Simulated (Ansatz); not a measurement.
# How many bands does the GW gap of SiBPC (zincblende [110] superlattice) need?

How do accuracy and time trade against each other in G0W0 on SiBPC (zincblende [110] superlattice)?

Calculated with Ansatz 0.2.0; G0W0 on PBEsol, plane waves, PAW; PAW set soft_1.

**1. The starting structure**

The cell holds 12 atoms: 3 B, 3 P, 3 Si and 3 C. Its edges and angles: a = 3.143 Å, b = 4.463 Å, c = 9.472 Å, α = 90.0°, β = 90.0°, γ = 90.0°. It derives from BP. Regions: BP, 6 atoms (3 B and 3 P); SiC, 6 atoms (3 Si and 3 C). The structure's axis is c.

The structure was relaxed with PBEsol. The runs that relaxed it are not among those shown.

**2. 65 empty bands, screening to 36 eV**

Now the one-shot GW correction: screening in the RPA, then the self-energy of the levels asked for. This step takes PAW set soft_1 files.

input.yaml

```yaml
crystal:
  lattice:
    - [3.1428477341, 0.0, 0.0]
    - [0.0, 4.46291058, -4.0025e-06]
    - [0.0, -8.494e-06, 9.4718150791]
  atoms:
    - { symbol: B, position: [0.0, -0.036036101, 0.0750007368] }
    - { symbol: P, position: [0.5, 0.2195155889, 0.0919024307] }
    - { symbol: B, position: [0.5, 0.4687442765, 0.2567424291] }
    - { symbol: P, position: [0.0, 0.7230823171, 0.256741677] }
    - { symbol: B, position: [0.0, -0.0360365633, 0.438482964] }
    - { symbol: P, position: [0.5, 0.219513831, 0.4215810337] }
    - { symbol: Si, position: [0.5, 0.5394212677, 0.6017167028] }
    - { symbol: C, position: [0.0, 0.7775747446, 0.5918701205] }
    - { symbol: Si, position: [0.0, 0.031013596, 0.7567420143] }
    - { symbol: C, position: [0.5, 0.2762113356, 0.7567415249] }
    - { symbol: Si, position: [0.5, 0.5394206929, 0.9117669664] }
    - { symbol: C, position: [0.0, 0.777575014, 0.9216135296] }
kpoints:
  mp_grid: { grid: [4, 4, 2] }
hamiltonian:
  xc: pbesol
  pseudopotentials: { kind: paw, azcp: { folder: soft_1 }, xc_functional: pbe }
scf:
  occupations: { method: fixed }
gw:
  n_empty_bands: 65
  ecut_chi: 36
  qp_bands: [v4, c4]
  qp_kpoints: band_edges
  screening: { model: contour_deformation }
```

Command:

```
$ ansatz run input.yaml --threads 4 --pin off --max-ram 17510MiB --backend cpu --events-out ev --progress --plain --runs-dir out
```

Numbers of over 12 decimals in the logs are rounded to 6 here.

The log of the run:

```text
Warning: the atoms were moved onto the symmetric positions of the space group found under crystal.symmetry.tolerance 1.0e-5 (fractional; no operation is sought that the atoms, as they stand in a round, miss by more than twice it, and no atom is moved by as much as it), and the run uses the moved positions. Before a round's move an operation carried an atom to 1.11e-5 Å from where it should land, the largest such dist [...]
Engine: ansatz 0.2.0, aarch64-unknown-linux-gnu
Pseudopotentials: kind: paw
Pseudopotential: B, paw, valence charge 3, recommended cutoff 420 eV (normal), soft_1/B.paw.azcp
Pseudopotential: P, paw, valence charge 5, recommended cutoff 420 eV (normal), soft_1/P.paw.azcp
Pseudopotential: Si, paw, valence charge 4, recommended cutoff 420 eV (normal), soft_1/Si.paw.azcp
Pseudopotential: C, paw, valence charge 4, recommended cutoff 420 eV (normal), soft_1/C.paw.azcp
Functional definition: PBEsol
  exchange = pbesol_x
  correlation = pbesol_c
Crystal: 12 atoms, lattice volume = 132.854 Å³
Basis set: ecut = 420 eV, 2615 PW (Γ)
Bands: 36, of which v1, the nominal top of the filled ones, is band 24 counted from 1 (23 counted from 0)
Symmetry: 4 space group operations
Space group: Pmm2 (ITA 25), of the structure as read, at distance tolerance 5.1e-5 Å
k-points: 18 of 32 (time reversal used)
Non-local potential: B, projectors of the file, l = 0: 2, l = 1: 2, l = 2: 1
Non-local potential: P, projectors of the file, l = 0: 2, l = 1: 2, l = 2: 1
Non-local potential: Si, projectors of the file, l = 0: 2, l = 1: 2, l = 2: 1
Non-local potential: C, projectors of the file, l = 0: 2, l = 1: 2, l = 2: 1
PAW form: soft (Blöchl's): semilocal exchange-correlation on the pseudo side does not see the compensation charge
PAW frozen core: B, regenerated for the run's functional, and the local potential with it (the file was generated under x = pbe(κ = 0.804, μ = 0.219515), c = pbe(β = 0.066725))
PAW frozen core: P, regenerated for the run's functional, and the local potential with it (the file was generated under x = pbe(κ = 0.804, μ = 0.219515), c = pbe(β = 0.066725))
PAW frozen core: Si, regenerated for the run's functional, and the local potential with it (the file was generated under x = pbe(κ = 0.804, μ = 0.219515), c = pbe(β = 0.066725))
PAW frozen core: C, regenerated for the run's functional, and the local potential with it (the file was generated under x = pbe(κ = 0.804, μ = 0.219515), c = pbe(β = 0.066725))
PAW one-centre angular grid: B, 110 points (default); XC on 64 Gauss nodes
PAW one-centre angular grid: P, 110 points (default); XC on 64 Gauss nodes
PAW one-centre angular grid: Si, 110 points (default); XC on 64 Gauss nodes
PAW one-centre angular grid: C, 110 points (default); XC on 64 Gauss nodes
Initial density: superposition of atomic densities (chi_scale 0.1, normalization cell, long waves kept (reshape's long-wave potential 0.31 eV rms))
Initial wavefunctions: pseudopotential atomic-orbital guess
Functional: x = pbesol(κ = 0.804, μ = 0.123457), c = pbesol(β = 0.046)
SCF iter   1: F=—  HF=-5291.358912 eV  |F-HF|=—  |Δ(HF+E_count)|=         —  Δρ=1.04e-1  dr2=1.80e1  ethr=3.10e-3  ⟨swp⟩=5.6  Hψ=2832  notcnv=0  defer=166
preconditioner: auto → Resta (q_TF=auto, 2.303 Å⁻¹)  ε∞=4.7  [insulator: Δε(μ)=1.796 eV  Ē_g=11.595 eV  n_scr=22 (ndim 8)  ℏωp=22.3 eV  f_vac=0.000  ε∞_Penn≈4.7]
SCF iter   2: F=—  HF=-5286.356084 eV  |F-HF|=—  |Δ(HF+E_count)|=    5.00e0  Δρ=4.23e-2  dr2=2.38e0  ethr=3.10e-3  ⟨swp⟩=3.0  Hψ=1390  notcnv=0  defer=162
SCF iter   3: F=—  HF=-5285.648265 eV  |F-HF|=—  |Δ(HF+E_count)|=   7.08e-1  Δρ=1.31e-2  dr2=2.01e-1  ethr=3.10e-3  ⟨swp⟩=2.7  Hψ=953  notcnv=0  defer=175
SCF iter   4: F=—  HF=-5285.605161 eV  |F-HF|=—  |Δ(HF+E_count)|=   4.31e-2  Δρ=2.12e-3  dr2=6.08e-3  ethr=4.19e-4  ⟨swp⟩=3.0  Hψ=1177  notcnv=0  defer=178
SCF iter   5: F=—  HF=-5285.606412 eV  |F-HF|=—  |Δ(HF+E_count)|=   1.25e-3  Δρ=6.72e-4  dr2=4.23e-4  ethr=1.27e-5  ⟨swp⟩=3.5  Hψ=912  notcnv=0  defer=180
SCF iter   6: F=—  HF=-5285.606716 eV  |F-HF|=—  |Δ(HF+E_count)|=   3.04e-4  Δρ=7.96e-5  dr2=1.07e-5  ethr=8.82e-7  ⟨swp⟩=2.1  Hψ=913  notcnv=0  defer=180
SCF iter   7: F=—  HF=-5285.606718 eV  |F-HF|=—  |Δ(HF+E_count)|=   1.53e-6  Δρ=1.68e-5  dr2=3.68e-7  ethr=2.24e-8  ⟨swp⟩=2.1  Hψ=984  notcnv=0  defer=177
SCF iter   8: F=-5285.606718 eV  HF=-5285.606718 eV  |F-HF|=1.82e-9  |Δ(HF+E_count)|=   7.61e-8  Δρ=2.85e-6  dr2=1.10e-8  ethr=2.08e-10  ⟨swp⟩=14.9  Hψ=3961  notcnv=0
SCF 1 converged in 8 iterations: F = -5285.606718 eV  dr2 = 1.10e-8
  greatest PAW one-centre occupation: 0.767 electrons in one spin orbital (limit 2), on the P atom at site 5 (counted from 0), in its partial waves of l = 0
NSCF: frozen V_eff on 18 k-points
G₀W₀ screening: q 1/18
[... further progress lines ...]
SCF converged after 8 iterations
Free energy (F): -5285.606718 eV
Harris-Foulkes:  -5285.606718 eV  (|F-HF|=1.82e-9)
Internal energy: -5285.606718 eV  (E = F + TS)
E sigma→0 (E₀):  -5285.606718 eV
Fermi energy:    9.821593 eV
--- Per-component energies (eV) ---
  E_band       = 147.233582
  E_kinetic    = 757.819639
  E_local      = -483.645380  (includes V_loc(G=0)·N_el)
  E_nonlocal   = 256.913453
  E_hartree    = 151.246756
  E_xc         = -631.404137
  E_vxc        = -627.659395  (∫ρ·V_xc dr)
  E_paw        = -3636.035150  (= ΣΔE_a)
  E_vpaw       = -58.688205  (= ΣTr[D̂ρ^β])
  E_aug_tail   = 0.000175  (compensation charges beyond the density's cutoff)
  E_ewald      = -1700.842478
  E_core_change = 0.340405  (= ΣΔE_core)
  E_smearing   = -0.000000  (= −TS)
  E_closure    = -0.000000  (closes the sum)
  Σ components = -5285.606718   (vs F -5285.606718, Δ=0.00e0)
--- Band table (eV; the first three rows and the last of 18) ---
  k-point 0: bands = [... 20 lower, 8.9804, 9.4970, 9.5612, 9.7761, 10.3942, 11.5993, 12.5229, 12.6538, ... 8 higher]
  k-point 1: bands = [... 20 lower, 8.4343, 9.0291, 9.0959, 9.8216, 11.0329, 11.6343, 12.8617, 13.4577, ... 8 higher]
  k-point 2: bands = [... 20 lower, 8.5130, 8.7516, 8.9053, 8.9914, 10.8577, 12.1584, 12.9239, 13.0541, ... 8 higher]
  k-point 17: bands = [... 20 lower, 7.1303, 7.3827, 7.4207, 7.7102, 13.2041, 13.3913, 13.8138, 14.1154, ... 8 higher]
--- G₀W₀: contour deformation, 7 samples at zero and on the imaginary axis and 1 off it, 32 q-points, 65 empty bands' worth ---
  eigenvalues of the whole cell's RPA ε∞ on this k-mesh (on a slab, of 1 + 4πα/V) = 8.6777, 9.1078, 10.3978; static W/v taken at q = 0 is 0.104151
  gw.qp_kpoints: band_edges: 8 of 18 stored k-points solved, in 1 pass; an edge of the gap read off the rows below is read off those points alone
    valence top: of the k-points left out ik 2 came nearest to being solved in a further pass, in band 24 (counted from 1, as in the quasiparticle table): it holds the edge there only if its correction is more favourable than any solved in that band by at least 0.830 eV; those differ by 0.362 eV
    conduction bottom: of the k-points left out ik 2 came nearest to being solved in a further pass, in band 25 (counted from 1, as in the quasiparticle table): it holds the edge there only if its correction is more favourable than any solved in that band by at least 0.586 eV; those differ by 0.283 eV
    ik  band        ε_KS         Σx   Σc(E_QP)       V_xc       Z   E_QP_lin       E_QP  E_QP is
     0    21      8.9804   -17.5964     2.7596   -15.2717  0.7977     9.4139     9.4153  root
     0    22      9.4970   -17.2045     2.3900   -15.3141  0.8036     9.9950     9.9965  root
     0    23      9.5612   -17.1284     2.3711   -15.2857  0.8037    10.0879    10.0897  root
     0    24      9.7761   -17.0110     2.4096   -15.1193  0.8030    10.2922    10.2939  root
     0    25     10.3942    -7.1338    -3.5484   -11.6165  0.8164    11.3345    11.3285  root
     0    26     11.5993    -7.2822    -3.7014   -12.0383  0.8131    12.6627    12.6540  root
     0    27     12.5229    -7.1466    -3.9331   -12.1984  0.8103    13.6526    13.6415  root
     0    28     12.6538    -7.2492    -3.9089   -12.3235  0.8125    13.8313    13.8191  root
     1    21      8.4343   -17.1349     2.4746   -14.9966  0.7973     8.7699     8.7707  root
     1    22      9.0291   -17.6891     2.8084   -15.3471  0.7983     9.4939     9.4955  root
     1    23      9.0959   -16.6756     2.2512   -14.8241  0.8020     9.4946     9.4957  root
     1    24      9.8216   -17.0460     2.3962   -15.1735  0.8032    10.3436    10.3453  root
     1    25     11.0329    -7.2121    -3.7031   -11.9259  0.8143    12.0515    12.0435  root
     1    26     11.6343    -7.2136    -3.7464   -12.0104  0.8135    12.6938    12.6847  root
     1    27     12.8617    -7.4264    -3.8738   -12.4996  0.8039    14.0753    14.0611  root
     1    28     13.4577    -7.5951    -3.9400   -12.7825  0.8037    14.7214    14.7051  root
     3    21      8.6351   -17.4458     2.8019   -15.0203  0.7958     9.0104     9.0114  root
     3    22      8.8748   -17.2658     2.5506   -15.1631  0.7998     9.3213     9.3228  root
     3    23      9.0211   -16.9944     2.5483   -14.8683  0.7984     9.4421     9.4433  root
     3    24      9.0582   -17.1086     2.4387   -15.1307  0.8006     9.5175     9.5190  root
     3    25     11.5803    -7.1749    -3.8184   -12.0490  0.8125    12.6452    12.6359  root
     3    26     11.9633    -7.4551    -3.7475   -12.3084  0.8113    13.0796    13.0691  root
     3    27     13.2778    -7.5317    -4.0009   -12.7837  0.8016    14.5451    14.5288  root
     3    28     13.5749    -8.5349    -4.0192   -13.8224  0.8025    14.8598    14.8432  root
[...]
16    21      7.5601   -17.5918     3.0521   -14.8948  0.7895     7.9140     7.9152  root
    16    22      7.8048   -17.7009     2.9328   -15.1069  0.7929     8.1428     8.1436  root
    16    23      8.1505   -17.4984     2.8847   -15.0021  0.7936     8.5378     8.5390  root
    16    24      8.3152   -17.5248     2.7805   -15.0755  0.7959     8.6455     8.6464  root
    16    25     12.9388    -8.8118    -3.8539   -13.8423  0.8054    14.1281    14.1154  root
    16    26     13.0800    -7.6832    -3.8536   -12.7763  0.8038    14.3354    14.3194  root
    16    27     13.7078    -7.3600    -3.9971   -12.6652  0.7987    15.0358    15.0158  root
    16    28     14.1747    -8.6609    -4.0800   -14.0308  0.8046    15.4817    15.4646  root
```

Elapsed: 32 s, on 4 threads of Arm Neoverse V1, shared host; peak memory 0.59 GiB.

Numbers from this step:

- bands summed: 89
- RPA ε∞ on this mesh (eigenvalues): 8.678, 9.108, 10.40
- plane waves in the screening matrix: 67
- q-points in the mesh: 32
- G0W0 gap on the mesh: 0.8601 eV
- k of the valence top: 0, 0, -0.5
- k of the conduction bottom: -0.5, 0, -0.5
- starting gap on the mesh: 0.4437 eV
- Z at the valence top: 0.8032
- Z at the conduction bottom: 0.8171
- least direct G0W0 gap on the computed points: 1.035 eV

The gap on the mesh goes from 0.44 eV to 0.86 eV, a correction of +0.42 eV. Between the two edge states, bare exchange in place of the xc potential would open the gap by 6.22 eV, and correlation takes back 5.80 eV.

**3. 257 empty bands, screening to 90 eV**

Bands and screening cutoff are moved together, since each hides the error of the other.

Changes to input.yaml since step 2:

```diff
@@ -26,4 +26,4 @@
 gw:
-  n_empty_bands: 65
-  ecut_chi: 36
+  n_empty_bands: 257
+  ecut_chi: 90.0
   qp_bands: [v4, c4]
```

The log of the run:

```text
[...]
Crystal: 12 atoms, lattice volume = 132.854 Å³
Basis set: ecut = 420 eV, 2615 PW (Γ)
Bands: 36, of which v1, the nominal top of the filled ones, is band 24 counted from 1 (23 counted from 0)
[... 1 set-up line as in the run before ...]
[...]
k-points: 18 of 32 (time reversal used)
[...]
SCF iter   1: F=—  HF=-5291.358912 eV  |F-HF|=—  |Δ(HF+E_count)|=         —  Δρ=1.04e-1  dr2=1.80e1  ethr=3.10e-3  ⟨swp⟩=5.6  Hψ=2832  notcnv=0  defer=166
[...]
SCF iter   8: F=-5285.606718 eV  HF=-5285.606718 eV  |F-HF|=1.82e-9  |Δ(HF+E_count)|=   7.61e-8  Δρ=2.85e-6  dr2=1.10e-8  ethr=2.08e-10  ⟨swp⟩=14.9  Hψ=3961  notcnv=0
SCF 1 converged in 8 iterations: F = -5285.606718 eV  dr2 = 1.10e-8
[...]
NSCF: frozen V_eff on 18 k-points
G₀W₀ screening: q 1/18
[... further progress lines ...]
SCF converged after 8 iterations
Free energy (F): -5285.606718 eV
[...]
Internal energy: -5285.606718 eV  (E = F + TS)
E sigma→0 (E₀):  -5285.606718 eV
Fermi energy:    9.821593 eV
[...]
--- Band table (eV; the first three rows and the last of 18) ---
  k-point 0: bands = [... 20 lower, 8.9804, 9.4970, 9.5612, 9.7761, 10.3942, 11.5993, 12.5229, 12.6538, ... 8 higher]
  k-point 1: bands = [... 20 lower, 8.4343, 9.0291, 9.0959, 9.8216, 11.0329, 11.6343, 12.8617, 13.4577, ... 8 higher]
  k-point 2: bands = [... 20 lower, 8.5130, 8.7516, 8.9053, 8.9914, 10.8577, 12.1584, 12.9239, 13.0541, ... 8 higher]
  k-point 17: bands = [... 20 lower, 7.1303, 7.3827, 7.4207, 7.7102, 13.2041, 13.3913, 13.8138, 14.1154, ... 8 higher]
[...]
0    21      8.9804   -17.5964     2.0237   -15.2717  0.7849     8.6788     8.6795  root
     0    22      9.4970   -17.2045     1.6369   -15.3141  0.7903     9.2430     9.2434  root
     0    23      9.5612   -17.1284     1.6089   -15.2857  0.7901     9.3271     9.3274  root
     0    24      9.7761   -17.0110     1.6337   -15.1193  0.7896     9.5176     9.5181  root
     0    25     10.3942    -7.1338    -4.0468   -11.6165  0.8079    10.8315    10.8301  root
     0    26     11.5993    -7.2822    -4.2839   -12.0383  0.8034    12.0732    12.0715  root
     0    27     12.5229    -7.1466    -4.5252   -12.1984  0.8010    13.0523    13.0494  root
     0    28     12.6538    -7.2492    -4.5153   -12.3235  0.8030    13.2160    13.2128  root
[...]
16    25     12.9388    -8.8118    -4.4595   -13.8423  0.7925    13.5133    13.5099  root
    16    26     13.0800    -7.6832    -4.5183   -12.7763  0.7933    13.6586    13.6547  root
    16    27     13.7078    -7.3600    -4.6876   -12.6652  0.7874    14.3312    14.3254  root
    16    28     14.1747    -8.6609    -4.7344   -14.0308  0.7920    14.8143    14.8103  root
```

Run time: 2.4 min. Hardware: 4 threads; peak memory 1.5 GiB.

This step gave:

- bands summed: 281
- RPA ε∞ on this mesh (eigenvalues): 8.455, 8.893, 10.11
- plane waves in the screening matrix: 269
- q-points in the mesh: 32
- G0W0 gap on the mesh: 1.126 eV
- k of the valence top: 0, 0, -0.5
- k of the conduction bottom: -0.5, 0, -0.5
- starting gap on the mesh: 0.4437 eV
- Z at the valence top: 0.7897
- Z at the conduction bottom: 0.8086
- least direct G0W0 gap on the computed points: 1.312 eV

Against the run with 4×4×2 mesh, 65 empty bands, screening to 36 eV, PAW set soft_1 files, the gap moves by +0.27 eV.

**4. Side by side**

Times are wall times on 4 threads of Arm Neoverse V1, shared host, good to a factor of about two.

| mesh | files | frequency | bands summed | cutoff (eV) | start (eV) | G0W0 (eV) | time | host memory (GiB) |
| --- | --- | --- | --- | --- | --- | --- | --- | --- |
| 4×4×2 | PAW set soft_1 | contour deformation | 89 | 36 | 0.444 | 0.860 | 32 s | 0.59 |
| 4×4×2 | PAW set soft_1 | contour deformation | 281 | 90 | 0.444 | 1.126 | 2.4 min | 1.5 |

The parts of the quasiparticle energy at the two band edges (eV; QP = start + Σx + Σc − Vxc):

| run | edge | start | Σx | Σc | Vxc | Z | QP |
| --- | --- | --- | --- | --- | --- | --- | --- |
| 89 bands | valence top | 9.82 | -17.05 | 2.40 | -15.17 | 0.80 | 10.35 |
| 89 bands | conduction bottom | 10.27 | -7.53 | -3.41 | -11.88 | 0.82 | 11.21 |
| 281 bands | valence top | 9.82 | -17.05 | 1.62 | -15.17 | 0.79 | 9.57 |
| 281 bands | conduction bottom | 10.27 | -7.53 | -3.92 | -11.88 | 0.81 | 10.69 |

**5. Outcome**

| Quantity | Value |
| --- | --- |
| 89 bands, 36 eV | 0.860 eV |
| 281 bands, 90 eV | 1.126 eV |
| estimated limit in bands and cutoff | 1.25 eV |
| mesh and start | 4×4×2, PBEsol |

In words: A line in one over the bands through the two rungs gives 1.25 eV, +0.12 eV from the top rung; with two points alone it is an unchecked estimate. The rungs stand 0.39 eV (89 bands) and 0.12 eV (281 bands) from it. From 89 to 281 bands the gap moves by +0.27 eV while the time grows 4.6-fold. Σc changes by −0.78 eV at the valence top and −0.51 eV at the conduction bottom, so the levels themselves move more than the gap between them. The 4×4×2 mesh is coarse for this cell (its supercell is 13 Å along the shortest edge). The RPA ε∞ on it, from the PBEsol start, is 8.45, 8.89 and 10.11; such meshes misread the long-range screening, most where the gap is narrow.

[Paths, hosts, dates, memory and timing lines, banners, echoed tables and standing remarks are left out of the program output.]

[Logs are printed without paths, hosts, clocks, repeated set-up lines and the standing remarks that a program may print on its own settings, such as how far it seeks lower states.]

[Runs of the session that timed out or met a known fault of the program may be left out.]

[Cells called generated may have been cut or substituted from an entry of the Crystallography Open Database or the Materials Project.]

[Hosts, paths, dates, database ids (printed as entryN), source tags and the programs' standing remarks are cut or masked in the printed files.]
